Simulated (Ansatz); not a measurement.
# One crystal, many levels of theory: AgCl (Fm-3m)

What gap does each level of theory give for AgCl (Fm-3m), and in what time?

Calculated with Ansatz 0.2.0; density functionals, hybrids and G0W0, plane waves, PAW.

This is a report of a sequence of runs, with most program output left out.

In doubt: one-shot GW on d or f shells is unsure (steps 9, 10, 11), so the values of those runs are not to be relied on; masses and optical values from hybrid runs of this build are listed as unsure (steps 10, 11), which bears on the screening that GW takes from such a start.

**1. The starting structure**

The structure is cubic, space group Fm-3m (No. 225). The conventional cell has a = 5.545 Å, b = 5.545 Å, c = 5.545 Å, α = 90.00°, β = 90.00°, γ = 90.00°. Ag has 6 Cl at 2.77 Å nearest. Nearest to Cl lie 6 Ag at 2.77 Å. Farther neighbours and most contacts between anions are not listed.

The cell and positions are those that the Materials Project relaxed with its own functionals (PBE, PBE+U or r2SCAN), kept fixed. The default PAW set here is soft_2. Its files were made with PBE.

**2. LDA on the 8×8×8 mesh**

This step: DFT, LDA, plane waves, PAW.

File input.yaml:

```yaml
crystal:
  lattice:
    - [0.0, 2.7726629968, 2.7726629968]
    - [2.7726629968, 0.0, 2.7726629968]
    - [2.7726629968, 2.7726629968, 0.0]
  atoms:
    - { symbol: Ag, position: [0.0, 0.0, 0.0] }
    - { symbol: Cl, position: [0.5, 0.5, 0.5] }
kpoints:
  mp_grid: { grid: [8, 8, 8] }
  band_path:
    path:
      - [0.0, 0.0, 0.0]
      - [0.5, 0.0, 0.5]
      - [0.625, 0.25, 0.625]
      - [0.375, 0.375, 0.75]
      - [0.5, 0.5, 0.5]
      - [0.5, 0.25, 0.75]
      - [0.0375, 0.0375, 0.075]
    npoints: 1
hamiltonian:
  xc: lda
scf:
  occupations: { method: fixed }
  n_extra_bands: 4
output:
  eigenvalues: true
```

On the command line:

```sh
$ ansatz run input.yaml --threads 3 --pin off --max-ram 92160MiB --backend cuda --events-out ev --progress --plain --runs-dir out --devices 1 --max-vram 13GiB
```

The job ended after 4.8 s (1 × NVIDIA H100 80GB HBM3 (shared by 6 runs) with 3 threads of AMD EPYC 7R13 (Zen 3), shared host; peak memory 0.87 GiB).

Numbers from this step:

- gap: 0.6145 eV
- valence top at: L
- conduction bottom at: Γ
- least direct gap: 2.745 eV

Over mesh and listed points the gap is 0.614 eV, from k = (0.500, 0.500, 0.500) to k = Γ. The least direct gap found is 2.745 eV, at k = (0.037, 0.037, 0.075).

**3. PBE on the 8×8×8 mesh**

Levels along a band path and on the mesh show where this functional puts the band edges.

This step: DFT, PBE, plane waves, PAW.

File input.yaml:

```yaml
crystal:
  lattice:
    - [0.0, 2.7726629968, 2.7726629968]
    - [2.7726629968, 0.0, 2.7726629968]
    - [2.7726629968, 2.7726629968, 0.0]
  atoms:
    - { symbol: Ag, position: [0.0, 0.0, 0.0] }
    - { symbol: Cl, position: [0.5, 0.5, 0.5] }
kpoints:
  mp_grid: { grid: [8, 8, 8] }
  band_path:
    path:
      - [[0.0, 0.0, 0.0], [0.5, 0.0, 0.5], [0.625, 0.25, 0.625]]
      - [[0.375, 0.375, 0.75], [0.0, 0.0, 0.0], [0.5, 0.5, 0.5], [0.5, 0.25, 0.75], [0.5, 0.0, 0.5]]
    npoints: 10
hamiltonian:
  xc: pbe
scf:
  occupations: { method: fermi_dirac, width: 0.02 }
  n_extra_bands: 4
output:
  eigenvalues: true
  write_density: true
  write_potential: true
  elf: true
  volumetric_format: npy
```

Run time: 10 s. Hardware: 1 × NVIDIA H100 80GB HBM3 (shared by 6 runs) with 3 threads; peak memory 0.91 GiB; 4.3 s of CPU time.

Numbers from this step:

```
filled bands         : 13
gap                  : 0.9114 eV
valence top at       : L
conduction bottom at : Γ
least direct gap     : 3.007 eV
```

Over mesh and path the gap is 0.911 eV, from k = (0.500, 0.500, 0.500) to k = Γ. The least direct gap found is 3.007 eV, at k = (0.037, 0.037, 0.075). PBE against LDA: 0.911 − 0.614 = +0.297 eV, with the same mesh, files and cutoff, and both edges at the same k points.

**4. PBE+SOC on the 8×8×8 mesh**

This run has two-component orbitals with spin-orbit coupling.

This step: DFT, PBE with spin-orbit coupling, plane waves, PAW.

input.yaml, the sections that differ from step 3:

```yaml
kpoints:
  mp_grid: { grid: [8, 8, 8] }
  band_path:
    path:
      - [0.0, 0.0, 0.0]
      - [0.5, 0.0, 0.5]
      - [0.625, 0.25, 0.625]
      - [0.375, 0.375, 0.75]
      - [0.5, 0.5, 0.5]
      - [0.5, 0.25, 0.75]
      - [0.0375, 0.0375, 0.075]
    npoints: 1
scf:
  occupations: { method: fermi_dirac, width: 0.02 }
  n_extra_bands: 8
magnetization:
  noncollinear: true
  spin_orbit: true
# crystal, hamiltonian, output: as in step 3
```

Wall time 5.8 s (1 × NVIDIA H100 80GB HBM3 (shared by 6 runs) with 3 threads); peak memory 0.97 GiB.

This step gave:

| Item | Value |
| --- | --- |
| gap | 0.8696 eV |
| valence top at | L |
| conduction bottom at | Γ |
| least direct gap | 2.958 eV |

Over mesh and listed points the gap is 0.870 eV, from k = (0.500, 0.500, 0.500) to k = Γ. The least direct gap found is 2.958 eV, at k = (0.037, 0.037, 0.075). PBE+SOC against PBE: 0.870 − 0.911 = −0.041 eV, with the same mesh, set of files (read in its fully relativistic form for the spin-orbit run) and cutoff, and both edges at the same k points. The spin-orbit run sees mesh and listed points alone, so its gap is an upper bound: the coupling can move an edge off these points, and the change over the zone, its sign included where it is small, is not known.

**5. r2SCAN on the 8×8×8 mesh**

r2SCAN is a meta-GGA: it depends on the kinetic-energy density as well as on the density and its gradient.

This step: DFT, r2SCAN, plane waves, PAW.

input.yaml: that of step 4 with these lines changed.

```diff
@@ -21,9 +21,6 @@
 hamiltonian:
-  xc: pbe
+  xc: r2scan
 scf:
-  occupations: { method: fermi_dirac, width: 0.02 }
-  n_extra_bands: 8
-magnetization:
-  noncollinear: true
-  spin_orbit: true
+  occupations: { method: fixed }
+  n_extra_bands: 4
 output:
```

Elapsed: 9.7 s, on 1 × NVIDIA H100 80GB HBM3 (shared by 6 runs) with 3 threads; peak memory 0.94 GiB; 4 s of CPU time.

This step gave:

```
gap                  : 1.475 eV
valence top at       : L
conduction bottom at : Γ
least direct gap     : 3.592 eV
```

Over mesh and listed points the gap is 1.475 eV, from k = (0.500, 0.500, 0.500) to k = Γ. The least direct gap found is 3.592 eV, at k = (0.037, 0.037, 0.075). r2SCAN against PBE: 1.475 − 0.911 = +0.564 eV. The runs also differ in plane-wave cutoff (420 eV and 500 eV), so how much of this comes from the functional alone is not known.

**6. HSE06 on the 4×4×4 mesh**

HSE06 mixes in a quarter of exact exchange at short range.

This step: DFT, HSE06, plane waves, PAW.

input.yaml: that of step 5 with these lines changed.

```diff
@@ -9,3 +9,3 @@
 kpoints:
-  mp_grid: { grid: [8, 8, 8] }
+  mp_grid: { grid: [4, 4, 4] }
   band_path:
@@ -21,3 +21,3 @@
 hamiltonian:
-  xc: r2scan
+  xc: hse06
 scf:
@@ -27,5 +27 @@
   eigenvalues: true
-  write_density: true
-  write_potential: true
-  elf: true
-  volumetric_format: npy
```

Elapsed: 12 s, on 1 × NVIDIA H100 80GB HBM3 (shared by 6 runs) with 3 threads; peak memory 1 GiB; 12 s of CPU time.

Numbers from this step:

```
gap                     : 2.417 eV
valence top at          : L
conduction bottom at    : Γ
least direct gap        : 4.551 eV
exact-exchange fraction : 0.25
```

Over mesh and listed points the gap is 2.417 eV, from k = (0.500, 0.500, 0.500) to k = Γ. The least direct gap found is 4.551 eV, at k = (0.037, 0.037, 0.075). HSE06 against PBE: 2.417 − 0.911 = +1.506 eV. The runs also differ in mesh (8×8×8 and 4×4×4), so how much of this comes from the functional alone is not known.

**7. PBE0 on the 4×4×4 mesh**

PBE0 mixes in a quarter of exact exchange at all distances.

This step: DFT, PBE0, plane waves, PAW.

input.yaml: that of step 6 with these lines changed.

```diff
@@ -21,3 +21,3 @@
 hamiltonian:
-  xc: hse06
+  xc: pbe0
 scf:
@@ -27 +27,5 @@
   eigenvalues: true
+  write_density: true
+  write_potential: true
+  elf: true
+  volumetric_format: npy
```

Run time: 9.4 s. Hardware: 1 × NVIDIA H100 80GB HBM3 (shared by 6 runs) with 3 threads; peak memory 1 GiB; 9.6 s of CPU time.

Numbers from this step:

| Property | Result |
| --- | --- |
| gap | 3.123 eV |
| valence top at | L |
| conduction bottom at | Γ |
| least direct gap | 5.267 eV |
| exact-exchange fraction | 0.25 |

Over mesh and listed points the gap is 3.123 eV, from k = (0.500, 0.500, 0.500) to k = Γ. The least direct gap found is 5.267 eV, at k = (0.037, 0.037, 0.075). PBE0 against HSE06: 3.123 − 2.417 = +0.706 eV, with the same mesh, files and cutoff, and both edges at the same k points.

**8. DDH-PBE0 on the 4×4×4 mesh**

The input asks for a share of exact exchange of one over the crystal's ε∞, which the program works out first.

This step: DFT, dielectric-dependent PBE0 (fraction 1/eps_inf of PBE), plane waves, PAW.

input.yaml: that of step 7 with these lines changed.

```diff
@@ -8,2 +8,3 @@
     - { symbol: Cl, position: [0.5, 0.5, 0.5] }
+  host: atoms
 kpoints:
@@ -21,3 +22,6 @@
 hamiltonian:
-  xc: pbe0
+  xc:
+    exchange: pbe
+    correlation: pbe
+    exx: { coeff: inverse_dielectric }
 scf:
@@ -27,5 +31 @@
   eigenvalues: true
-  write_density: true
-  write_potential: true
-  elf: true
-  volumetric_format: npy
```

Run time: 17 s. Hardware: 1 × NVIDIA H100 80GB HBM3 (shared by 6 runs) with 3 threads; peak memory 1.1 GiB.

Numbers from this step:

* gap: 2.634 eV
* valence top at: L
* conduction bottom at: Γ
* least direct gap: 4.776 eV
* exact-exchange fraction: 0.1961

Over mesh and listed points the gap is 2.634 eV, from k = (0.500, 0.500, 0.500) to k = Γ. The least direct gap found is 4.776 eV, at k = (0.037, 0.037, 0.075). DDH-PBE0 against PBE0: 2.634 − 3.123 = −0.489 eV, with the same mesh, files and cutoff, and both edges at the same k points.

**9. G0W0@PBE, 6×6×6 mesh, 273 empty bands, screening to 200 eV**

G0W0 replaces the xc potential by a self-energy built once from the orbitals of the start. Levels are corrected in the window of bands that the input names, at points of the mesh.

This step: G0W0 on PBE, plane waves, PAW.

File input.yaml:

```yaml
crystal:
  lattice:
    - [0.0, 2.7726629968, 2.7726629968]
    - [2.7726629968, 0.0, 2.7726629968]
    - [2.7726629968, 2.7726629968, 0.0]
  atoms:
    - { symbol: Ag, position: [0.0, 0.0, 0.0] }
    - { symbol: Cl, position: [0.5, 0.5, 0.5] }
kpoints:
  mp_grid: { grid: [6, 6, 6] }
hamiltonian:
  xc: pbe
scf:
  occupations: { method: fixed }
gw:
  n_empty_bands: 273
  ecut_chi: 200.0
  qp_bands: [v2, c2]
  qp_kpoints: band_edges
  screening: { model: contour_deformation }
```

Run time: 30 s. Hardware: 1 × NVIDIA H100 80GB HBM3 (shared by 6 runs) with 3 threads; peak memory 1.4 GiB; 34 s of CPU time.

Numbers from this step:

| Property | Result |
| --- | --- |
| bands summed | 286 |
| RPA ε∞ on this mesh (eigenvalues) | 4.950, 4.950, 4.950 |
| plane waves in the screening matrix | 283 |
| G0W0 gap over the corrected points | 2.086 eV |
| k of the valence top | 0, 0, -0.5 |
| k of the conduction bottom | 0, 0, 0 |
| starting gap on the mesh | 0.9111 eV |
| Z at the valence top | 0.7592 |
| Z at the conduction bottom | 0.8111 |
| least direct G0W0 gap over the corrected points | 4.421 eV |

Over 9 of 16 irreducible mesh points the G0W0 gap is 2.086 eV, from k = (0.000, 0.000, -0.500) to k = Γ. The PBE gap of this run on the mesh is 0.911 eV. The two states that bound the G0W0 gap lie that far apart at the start, so the correction of the gap is 2.086 − 0.911 = +1.175 eV.

**10. G0W0@HSE06, 6×6×6 mesh, 127 empty bands, screening to 120 eV**

This step: G0W0 on HSE06, plane waves, PAW.

input.yaml: that of step 9 with these lines changed.

```diff
@@ -11,3 +11,3 @@
 hamiltonian:
-  xc: pbe
+  xc: hse06
 scf:
@@ -15,4 +15,4 @@
 gw:
-  n_empty_bands: 273
-  ecut_chi: 200.0
+  n_empty_bands: 127
+  ecut_chi: 120
   qp_bands: [v2, c2]
```

Run time: 45 s. Hardware: 1 × NVIDIA H100 80GB HBM3 (shared by 6 runs) with 3 threads; peak memory 1.4 GiB.

This step gave:

| Property | Result |
| --- | --- |
| bands summed | 140 |
| RPA ε∞ on this mesh (eigenvalues) | 3.726, 3.726, 3.726 |
| plane waves in the screening matrix | 137 |
| G0W0 gap over the corrected points | 2.810 eV |
| k of the valence top | 0, 0, -0.5 |
| k of the conduction bottom | 0, 0, 0 |
| starting gap on the mesh | 2.411 eV |
| Z at the valence top | 0.8007 |
| Z at the conduction bottom | 0.8432 |
| least direct G0W0 gap over the corrected points | 5.199 eV |

Over 9 of 16 irreducible mesh points the G0W0 gap is 2.810 eV, from k = (0.000, 0.000, -0.500) to k = Γ. The HSE06 gap of this run on the mesh is 2.411 eV. The two states that bound the G0W0 gap lie that far apart at the start, so the correction of the gap is 2.810 − 2.411 = +0.399 eV. G0W0@HSE06 against G0W0@PBE with 140 bands (a further run, in the table below): 2.810 − 2.043 = +0.767 eV, with the same mesh, files and cutoffs, and both edges at the same k points.

**11. G0W0@PBE0, 6×6×6 mesh, 127 empty bands, screening to 120 eV**

This step: G0W0 on PBE0, plane waves, PAW.

input.yaml: that of step 10 with these lines changed.

```diff
@@ -11,3 +11,3 @@
 hamiltonian:
-  xc: hse06
+  xc: pbe0
 scf:
```

Wall time 28 s (1 × NVIDIA H100 80GB HBM3 (shared by 6 runs) with 3 threads); peak memory 1.3 GiB; 32 s of CPU time.

This step gave:

- bands summed: 140
- RPA ε∞ on this mesh (eigenvalues): 3.503, 3.503, 3.503
- plane waves in the screening matrix: 137
- G0W0 gap over the corrected points: 3.032 eV
- k of the valence top: 0, 0, -0.5
- k of the conduction bottom: 0, 0, 0
- starting gap on the mesh: 3.106 eV
- Z at the valence top: 0.8124
- Z at the conduction bottom: 0.8526
- least direct G0W0 gap over the corrected points: 5.425 eV

Over 9 of 16 irreducible mesh points the G0W0 gap is 3.032 eV, from k = (0.000, 0.000, -0.500) to k = Γ. The PBE0 gap of this run on the mesh is 3.106 eV. The two states that bound the G0W0 gap lie that far apart at the start, so the correction of the gap is 3.032 − 3.106 = −0.074 eV. G0W0@PBE0 against G0W0@HSE06 with 140 bands: 3.032 − 2.810 = +0.222 eV, with the same mesh, files and cutoffs, and both edges at the same k points.

(Continued in part 2 of 2.)

[Paths, hosts, dates, memory and timing lines, banners, echoed tables and standing remarks are left out of the program output.]

[Logs are printed without paths, hosts, clocks, repeated set-up lines and the standing remarks that a program may print on its own settings, such as how far it seeks lower states.]

[Runs of the session that timed out or met a known fault of the program may be left out.]

[Cells called generated may have been cut or substituted from an entry of the Crystallography Open Database or the Materials Project.]

[Hosts, paths, dates, database ids (printed as entryN), source tags and the programs' standing remarks are cut or masked in the printed files.]

[Where an RPA ε∞ is given, it is that of the G0W0 mesh and is not shown converged in it. Names of k-points follow the symmetry that the program found, which can be lower than the space group named. Band edges on a path are those of the sampled points; other points can move an edge, and change direct to indirect where valleys lie close.]

[Hybrid gaps are those of their k-mesh and are not shown converged in it.]
